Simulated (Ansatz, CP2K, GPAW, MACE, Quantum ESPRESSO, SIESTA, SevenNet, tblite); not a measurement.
# Running amorphous polyisobutylene (as short chains C10H22) at 400 K (64 atoms) with CP2K

How do the settings of CP2K change the result for amorphous polyisobutylene (as short chains C10H22) at 400 K (64 atoms)? A plane-wave run serves as the yardstick.

Method: the method is named at each step, in CP2K 2026.2.

## 1. The starting structure

The cell holds 64 atoms: 20 C and 44 H. Cell: a = 8.318 Å, b = 8.318 Å, c = 8.318 Å, α = 90.0°, β = 90.0°, γ = 90.0°. 2 polyisobutylene chains of 2 units with methyl end groups placed at random, at 0.821 g/cm³; overlaps pushed apart, then 20 ps at 800 K with MMFF94 bonds, angles, torsions, charges and radii (Halgren, J. Comput. Chem. 17, 490 (1996)) in harmonic and 12-6 forms. Snapshot after 30 ps at 400 K and fixed volume. Then every atom was moved at random, 0.03 Å r.m.s. a Cartesian component (hydrogen 0.6 of that).

The yardstick, on the same geometry:

```
method                                           : Kohn-Sham DFT, PBE, SSSP efficiency 1.3.0 pseudopotentials, plane waves (Quantum ESPRESSO 7.5); sssp-pbe-1.3.0-efficiency, cutoffs 45/360 Ry, Γ point
r.m.s. force component                           : 1.455 eV/Å
longest force                                    : 6.794 eV/Å
pressure                                         : 4.324 GPa
gap (highest filled to lowest empty level) : 5.382 eV
time                                             : 45 s on 1 thread of Arm Neoverse V1, shared host
CPU time                                         : 45 s
```

## 2. PBE, DZVP-MOLOPT-SR, 450/50 Ry, OT CG

Method: Kohn-Sham DFT, PBE, GTH-PBE pseudopotentials, Gaussian and plane waves, DZVP-MOLOPT-SR-GTH, orbital transformation.

Input file input.inp:

```
&GLOBAL
  PROJECT cell
  RUN_TYPE ENERGY_FORCE
  PRINT_LEVEL LOW
&END GLOBAL
&FORCE_EVAL
  METHOD QS
  STRESS_TENSOR ANALYTICAL
  &DFT
    BASIS_SET_FILE_NAME BASIS_MOLOPT
    POTENTIAL_FILE_NAME GTH_POTENTIALS
    &MGRID
      CUTOFF 450
      REL_CUTOFF 50
    &END MGRID
    &QS
      EPS_DEFAULT 1.0E-12
    &END QS
    &SCF
      SCF_GUESS ATOMIC
      EPS_SCF 1.0E-06
      MAX_SCF 30
      &OT
        MINIMIZER CG
        PRECONDITIONER FULL_ALL
        ENERGY_GAP 0.001
      &END OT
      &OUTER_SCF
        EPS_SCF 1.0E-06
        MAX_SCF 8
      &END OUTER_SCF
      &PRINT
        &RESTART OFF
        &END RESTART
      &END PRINT
    &END SCF
    &XC
      &XC_FUNCTIONAL PBE
      &END XC_FUNCTIONAL
    &END XC
    &PRINT
      &MULLIKEN ON
      &END MULLIKEN
      &HIRSHFELD ON
        SHAPE_FUNCTION DENSITY
      &END HIRSHFELD
      &MO_CUBES
        NHOMO 1
        NLUMO 4
        WRITE_CUBE F
      &END MO_CUBES
    &END PRINT
  &END DFT
  &SUBSYS
    &CELL
      A 8.31826 0.00000 0.00000
      B 0.00000 8.31826 0.00000
      C 0.00000 0.00000 8.31826
    &END CELL
    &COORD
      C 4.93772 1.38532 0.92383
      C 5.12746 1.84000 2.32778
      C 4.15955 1.53655 3.35284
      C 4.63893 1.85006 4.81428
      C 4.06339 0.06638 3.52070
      C 2.69686 2.02092 3.00722
      C 2.35315 3.52669 3.06187
      C 2.00678 3.98012 4.51083
      C 0.99536 3.66486 2.30932
      C 3.44443 4.50800 2.47061
      H 3.92980 1.57215 0.43538
      H 5.58405 1.86387 0.16953
      H 5.27228 0.40976 0.68884
      H 6.15984 1.38299 2.58440
      H 5.45728 2.86947 2.37012
      H 3.89968 1.53738 5.48889
      H 5.57681 1.53231 5.07214
      H 4.70714 2.94050 4.90104
      H 5.12521 7.99343 3.66087
      H 3.57278 7.84129 4.35128
      H 3.60122 7.88105 2.59189
      H 1.97234 1.37310 3.56155
      H 2.38892 1.79516 1.99688
      H 1.73361 5.04868 4.46499
      H 2.83994 3.86691 5.07447
      H 1.14127 3.44775 4.93131
      H 0.90544 4.71155 1.99114
      H 0.99420 3.20519 1.34531
      H 0.16720 3.39352 2.87920
      H 4.11429 4.77352 3.16518
      H 3.87415 4.02928 1.52923
      H 2.95581 5.41061 2.13355
      C 1.51767 7.45166 0.18525
      C 1.16797 7.53152 7.12184
      C 8.13260 8.13168 6.87463
      C 8.10016 0.11171 5.41810
      C 8.05341 1.16115 7.57536
      C 6.96338 7.20237 7.39352
      C 6.66392 5.85938 7.07892
      C 7.68017 4.65889 7.26725
      C 5.46676 5.34124 8.07437
      C 6.08439 5.78102 5.67147
      H 1.88816 0.04700 0.53986
      H 0.71986 7.17516 0.79905
      H 2.30607 6.57883 0.38106
      H 1.93549 8.15356 6.72698
      H 1.28925 6.56427 6.57941
      H 7.93562 1.16822 5.24325
      H 0.74099 0.09300 4.80870
      H 7.28996 8.01539 4.90661
      H 7.87265 1.01117 0.34978
      H 7.23140 1.71797 7.08450
      H 0.55657 1.75449 7.50033
      H 7.06137 7.21276 0.18300
      H 6.02941 7.77882 7.34519
      H 7.92298 4.60765 0.02429
[... 4 atom lines left out ...]
      H 5.33774 4.25704 8.03369
      H 6.86747 5.95396 4.89189
      H 5.35521 6.53674 5.50012
      H 5.58396 4.75347 5.33666
    &END COORD
    &KIND C
      BASIS_SET DZVP-MOLOPT-SR-GTH-q4
      POTENTIAL GTH-PBE-q4
    &END KIND
    &KIND H
      BASIS_SET DZVP-MOLOPT-SR-GTH-q1
      POTENTIAL GTH-PBE-q1
    &END KIND
  &END SUBSYS
  &PRINT
    &FORCES ON
    &END FORCES
    &STRESS_TENSOR ON
    &END STRESS_TENSOR
  &END PRINT
&END FORCE_EVAL
```

Run with:

```sh
OMP_NUM_THREADS=2 cp2k.psmp -i input.inp > output.txt
```

Numbers of over 12 decimals in the logs are rounded to 6 here.

Log:

```text
CP2K| version string:                                       CP2K version 2026.2
 CP2K| Input file name                                                 input.inp
 GLOBAL| Basis set file name                                        BASIS_MOLOPT
 GLOBAL| Potential file name                                      GTH_POTENTIALS
 GLOBAL| Run type                                                   ENERGY_FORCE
 GLOBAL| Total number of message passing processes                             1
 GLOBAL| Number of threads for this process                                    2
 TOTAL NUMBERS AND MAXIMUM NUMBERS
  Total number of            - Atomic kinds:                                   2
                             - Atoms:                                         64
                             - Shell sets:                                    64
                             - Shells:                                       232
                             - Primitive Cartesian functions:                320
                             - Cartesian basis functions:                    500
                             - Spherical basis functions:                    480
  Maximum angular momentum of- Orbital basis functions:                        2
                             - Local part of the GTH pseudopotential:          2
                             - Non-local part of the GTH pseudopotential:      0
 SCF PARAMETERS         Density guess:                                    ATOMIC
                        max_scf:                                              30
                        eps_scf:                                        1.00E-06
                        Outer loop SCF in use
                        eps_scf                                         1.00E-06
                        max_scf                                                8
 Extrapolation method: initial_guess
 Number of electrons:                                                        124
[... lines left out ...]
  Step     Update method      Time    Convergence         Total energy    Change
[... lines left out ...]
  Total energy:                                              -139.793395
[... lines left out ...]
  Precond_solver : DEFAULT
  Line search    : 2PNT                : 2 energies, one gradient
  stepsize       :    0.15000000                  energy_gap     :    0.00100000
  eps_taylor     :   0.10000E-15                  max_taylor     :             4
  ----------------------------------- OT ---------------------------------------
  Step     Update method      Time    Convergence         Total energy    Change
[...]
- OT LS       0.97E-01    1.4                     -139.7934111267
     3 OT CG       0.97E-01    4.4     0.00000245      -139.7934124604 -8.37E-07
     - OT LS       0.12E+00    1.4                     -139.7934124709
     4 OT CG       0.12E+00    4.4     0.00000066      -139.7934124714 -1.10E-08
  *** SCF run converged in     4 steps ***
  Electronic density on regular grids:       -124.0000000000        0.0000000000
  Core density on regular grids:              123.9999999999       -0.0000000001
  Total charge density on r-space grids:       -0.0000000001
  Total charge density g-space grids:          -0.0000000001
  Overlap energy of the core charge distribution:               2.4995e-05
  Self energy of the core charge distribution:               -328.761013
  Core Hamiltonian energy:                                    107.120239
  Hartree energy:                                             133.127437
  Exchange-correlation energy:                                -51.280101
  Total energy:                                              -139.793412
  outer SCF iter =    2 RMS gradient =   0.66E-06 energy =       -139.7934124714
  outer SCF loop converged in   2 iterations or   66 steps
 !-----------------------------------------------------------------------------!
                     Mulliken Population Analysis
 #  Atom  Element  Kind  Atomic population                           Net charge
       1     C        1          4.246717                             -0.246717
       2     C        1          4.158473                             -0.158473
       3     C        1          3.945952                              0.054048
[...]
63     H        2          0.936672                              0.063328
      64     H        2          0.906792                              0.093208
 # Total charge                            124.000000                  0.000000
 !-----------------------------------------------------------------------------!
 !-----------------------------------------------------------------------------!
                           Hirshfeld Charges
  #Atom  Element  Kind  Ref Charge     Population                    Net charge
      1       C      1       4.000          4.124                        -0.124
      2       C      1       4.000          4.069                        -0.069
      3       C      1       4.000          3.976                         0.024
[...]
63       H      2       1.000          0.967                         0.033
     64       H      2       1.000          0.962                         0.038
  Total Charge                                                           -0.000
 !-----------------------------------------------------------------------------!
  Eigenvalues of the occupied subspace spin            1
      -0.62662210     -0.61950260     -0.58867112     -0.58175036
      -0.53194902     -0.52552781     -0.48056730     -0.47875537
      -0.47604062     -0.47027951     -0.46408520     -0.46048959
[...]
-0.11441526     -0.11224928     -0.10461815     -0.10163783
      -0.08817482     -0.08517451
 Fermi Energy [eV] :   -2.317716
  Using OT eigensolver for additional unoccupied orbitals spin            1
  Lowest Eigenvalues of the unoccupied subspace spin            1
 OT| Eigensolver reached convergence in 215 iterations
       0.17762129      0.19773313      0.20184638      0.21460121
 HOMO - LUMO gap [eV] :    7.151037
 ENERGY| Total FORCE_EVAL ( QS ) energy [hartree]           -139.793412
 FORCES| Atomic forces [hartree/bohr]
 FORCES|   Atom     x               y               z               |f|
 FORCES|      1 -2.89736163E-02  2.42740596E-02 -5.26899281E-02   6.48454234E-02
 FORCES|      2  8.96267498E-02  5.61807080E-03 -1.11127300E-02   9.04876222E-02
 FORCES|      3 -4.96253774E-02 -2.07353947E-02  5.37509127E-02   7.60381174E-02
[...]
FORCES|     63 -1.85385782E-02  1.62694349E-02 -1.38424820E-03   2.47040389E-02
 FORCES|     64  1.97748869E-02  3.60731341E-02  2.02690442E-02   4.58601277E-02
 FORCES| Sum    -3.40748054E-05 -5.61569904E-05  5.09879071E-05
 FORCES| Total atomic force                                       8.31532718E-05
 STRESS| Analytical stress tensor [bar]
 STRESS|                        x                   y                   z
 STRESS|      x        4.94831297433E+04  -7.40217106795E+02   1.13748125494E+04
 STRESS|      y       -7.40217106795E+02   4.33334470183E+04   1.36076895384E+04
 STRESS|      z        1.13748125494E+04   1.36076895384E+04   4.51642556660E+04
 STRESS| 1/3 Trace                                             4.59936108092E+04
```

Run time: 3.6 min. Hardware: 2 threads of Arm Neoverse V1, shared host; peak memory 0.67 GiB.

Banners, paths, timers and routine set-up lines are dropped from the logs unmarked, and long logs keep their key lines alone; longer cuts are marked.

Numbers from this run, and their distance from the reference:

- r.m.s. force component: 1.498 eV/Å
- r.m.s. difference of force components: 59.02 meV/Å
- longest difference of force vectors: 286.8 meV/Å
- force difference over r.m.s. force: 4.056 %
- slope of forces against the reference's: 1.029
- correlation of force components: 0.9996
- gap (highest filled to lowest empty level): 7.151 eV
- gap difference: 1.769 eV
- pressure: 4.599 GPa
- pressure difference: 0.2757 GPa

Length of the force difference by element (eV/Å):

| element | atoms | mean | most |
| --- | --- | --- | --- |
| C | 20 | 0.14 | 0.29 |
| H | 44 | 0.058 | 0.15 |

A closer look about H18, picked at random: 9 atoms, nearest first, numbered in the order of the input, with positions taken from that point.

| atom | x | y | z | distance (Å) | bonds | Hirshfeld charge (e) | Fx | Fy | Fz (eV/Å) |
| --- | --- | --- | --- | --- | --- | --- | --- | --- | --- |
| H18 | 0.00 | 0.00 | 0.00 | 0.00 | 1 | 0.03 | 0.01 | 0.31 | 0.32 |
| C4 | -0.07 | -1.09 | -0.09 | 1.10 | 4 | -0.13 | -1.79 | 3.72 | -2.30 |
| H17 | 0.87 | -1.41 | 0.17 | 1.66 | 1 | 0.04 | 2.54 | -1.50 | 0.36 |
| H16 | -0.81 | -1.40 | 0.59 | 1.72 | 1 | 0.04 | -1.09 | -0.62 | 1.25 |
| H64 | 0.88 | 1.81 | 0.44 | 2.06 | 1 | 0.04 | 1.02 | 1.85 | 1.04 |
| H25 | -1.87 | 0.93 | 0.17 | 2.09 | 1 | 0.03 | 2.59 | -0.28 | 2.38 |
| C3 | -0.55 | -1.40 | -1.55 | 2.16 | 4 | 0.02 | -2.55 | -1.07 | 2.76 |
| H30 | -0.59 | 1.83 | -1.74 | 2.59 | 1 | 0.04 | 3.12 | 0.76 | 2.61 |
| H15 | 0.75 | -0.07 | -2.53 | 2.64 | 1 | 0.04 | -0.40 | 0.79 | -0.16 |

Forces lie 4.1 % from the reference's, at 9.4 times its CPU time (on 2 against 1 cores); the SCF took 66 steps, which the time reflects.

## 3. GFN1-xTB, OT DIIS

Method: GFN1-xTB tight binding (the program's own implementation), orbital transformation.

Input file input.inp:

```
&GLOBAL
  PROJECT cell
  RUN_TYPE ENERGY_FORCE
  PRINT_LEVEL LOW
&END GLOBAL
&FORCE_EVAL
  METHOD QS
  STRESS_TENSOR ANALYTICAL
  &DFT
    &QS
      METHOD XTB
      &XTB
        GFN_TYPE 1
        DO_EWALD T
        CHECK_ATOMIC_CHARGES F
      &END XTB
    &END QS
    &SCF
      SCF_GUESS ATOMIC
      EPS_SCF 1.0E-06
      MAX_SCF 30
      &OT
        MINIMIZER DIIS
        PRECONDITIONER FULL_SINGLE_INVERSE
      &END OT
      &OUTER_SCF
        EPS_SCF 1.0E-06
        MAX_SCF 8
      &END OUTER_SCF
      &PRINT
        &RESTART OFF
        &END RESTART
      &END PRINT
    &END SCF
    &PRINT
      &MULLIKEN ON
      &END MULLIKEN
      &MO_CUBES
        NHOMO 1
        NLUMO 4
        WRITE_CUBE F
      &END MO_CUBES
    &END PRINT
  &END DFT
  &SUBSYS
    &CELL
      A 8.31826 0.00000 0.00000
      B 0.00000 8.31826 0.00000
      C 0.00000 0.00000 8.31826
    &END CELL
    &TOPOLOGY
      COORD_FILE_NAME structure.xyz
      COORD_FILE_FORMAT XYZ
    &END TOPOLOGY
  &END SUBSYS
  &PRINT
    &FORCES ON
    &END FORCES
    &STRESS_TENSOR ON
    &END STRESS_TENSOR
  &END PRINT
&END FORCE_EVAL
```

Input file structure.xyz:

```xyz
64

C 4.93772 1.38532 0.92383
C 5.12746 1.84000 2.32778
C 4.15955 1.53655 3.35284
C 4.63893 1.85006 4.81428
C 4.06339 0.06638 3.52070
C 2.69686 2.02092 3.00722
C 2.35315 3.52669 3.06187
C 2.00678 3.98012 4.51083
C 0.99536 3.66486 2.30932
C 3.44443 4.50800 2.47061
H 3.92980 1.57215 0.43538
H 5.58405 1.86387 0.16953
H 5.27228 0.40976 0.68884
H 6.15984 1.38299 2.58440
H 5.45728 2.86947 2.37012
H 3.89968 1.53738 5.48889
H 5.57681 1.53231 5.07214
H 4.70714 2.94050 4.90104
H 5.12521 7.99343 3.66087
H 3.57278 7.84129 4.35128
[... 40 atom lines left out ...]
H 5.33774 4.25704 8.03369
H 6.86747 5.95396 4.89189
H 5.35521 6.53674 5.50012
H 5.58396 4.75347 5.33666
```

Run with:

```sh
OMP_NUM_THREADS=1 cp2k.psmp -i input.inp > output.txt
```

Log:

```text
CP2K| version string:                                       CP2K version 2026.2
 CP2K| Input file name                                                 input.inp
 GLOBAL| Basis set file name                                           BASIS_SET
 GLOBAL| Potential file name                                           POTENTIAL
 GLOBAL| Run type                                                   ENERGY_FORCE
 GLOBAL| Total number of message passing processes                             1
 GLOBAL| Number of threads for this process                                    1
                  #####   #####        #          ####### ######
                 #     # #     #      #              #    #     #
                 #     # #           #    ##   ##    #    #     #
[... lines left out ...]
 Number of electrons:                                                        124
[... lines left out ...]
  Step     Update method      Time    Convergence         Total energy    Change
[... lines left out ...]
  *** SCF run converged in     8 steps ***
[... lines left out ...]
  Total energy:                                               -65.967309
[... lines left out ...]
  outer SCF loop converged in   1 iterations or    8 steps
[... lines left out ...]
       3     C          1                 3.958251                      0.041749
[...]
63     H          2                 0.971101                      0.028899
      64     H          2                 0.984875                      0.015125
 # Total charge                         124.000000                     -0.000000
  Eigenvalues of the occupied subspace spin            1
      -0.65884908     -0.65493747     -0.64896130     -0.64525455
      -0.63738675     -0.63482431     -0.62528815     -0.62302154
      -0.62229210     -0.61755278     -0.61501113     -0.61397950
[...]
-0.45643398     -0.45410768     -0.44895480     -0.44684755
      -0.44419809     -0.44083913     -0.43603052     -0.43419308
      -0.42483466     -0.42416533
 Fermi Energy [eV] :  -11.542126
 ENERGY| Total FORCE_EVAL ( QS ) energy [hartree]            -65.967309
 FORCES| Atomic forces [hartree/bohr]
 FORCES|   Atom     x               y               z               |f|
 FORCES|      1 -2.53821314E-02  2.02417951E-02 -5.93290017E-02   6.76307127E-02
 FORCES|      2  9.10608614E-02  6.93071773E-03 -1.17213000E-02   9.20733631E-02
 FORCES|      3 -5.24118037E-02 -1.29896843E-02  5.41965105E-02   7.65048418E-02
[...]
FORCES|     63 -1.48076855E-02  1.15915550E-02  1.47124218E-03   1.88625621E-02
 FORCES|     64  2.01210818E-02  3.69553157E-02  2.15028957E-02   4.72538656E-02
 FORCES| Sum     3.53536644E-15 -5.43315393E-15  5.15212872E-15
 FORCES| Total atomic force                                       8.28024202E-15
 STRESS| Analytical stress tensor [bar]
 STRESS|                        x                   y                   z
 STRESS|      x        2.63528122027E+04  -1.56715001339E+01   1.18350266568E+04
 STRESS|      y       -1.56715001339E+01   2.51093800266E+04   1.32385754982E+04
 STRESS|      z        1.18350266568E+04   1.32385754982E+04   2.23697728574E+04
 STRESS| 1/3 Trace                                             2.46106550289E+04
```

Wall time 2 s (1 thread); peak memory 0.3 GiB.

Against the reference:

| Item | Value |
| --- | --- |
| r.m.s. force component | 1.461 eV/Å |
| r.m.s. difference of force components | 191.2 meV/Å |
| longest difference of force vectors | 729.9 meV/Å |
| force difference over r.m.s. force | 13.14 % |
| slope of forces against the reference's | 0.9955 |
| correlation of force components | 0.9914 |
| pressure | 2.461 GPa |
| pressure difference | -1.863 GPa |

Against the first run (4.1 %), the force difference from the reference is 13 %, at 0.0046 times the CPU time (on 1 against 2 cores) (8 SCF steps against 66); the model has changed, so this is no error of the program alone.

(Part 1 of 3 ends here.)

[Also dropped from logs without a mark: logging warnings of Python, and SIESTA's first energy breakdown and zero terms.]

[Logs are printed without paths, hosts, clocks, repeated set-up lines and the standing remarks that a program may print on its own settings, such as how far it seeks lower states.]

[Hosts, paths, dates, database ids (printed as entryN), source tags and the programs' standing remarks are cut or masked in the printed files.]

[The MMFF94 radii named for the starting cell were scaled by 0.96; in molecules described by MMFF94, hydrogen bound to N, O or S took a small fixed 12-6 site in their place.]
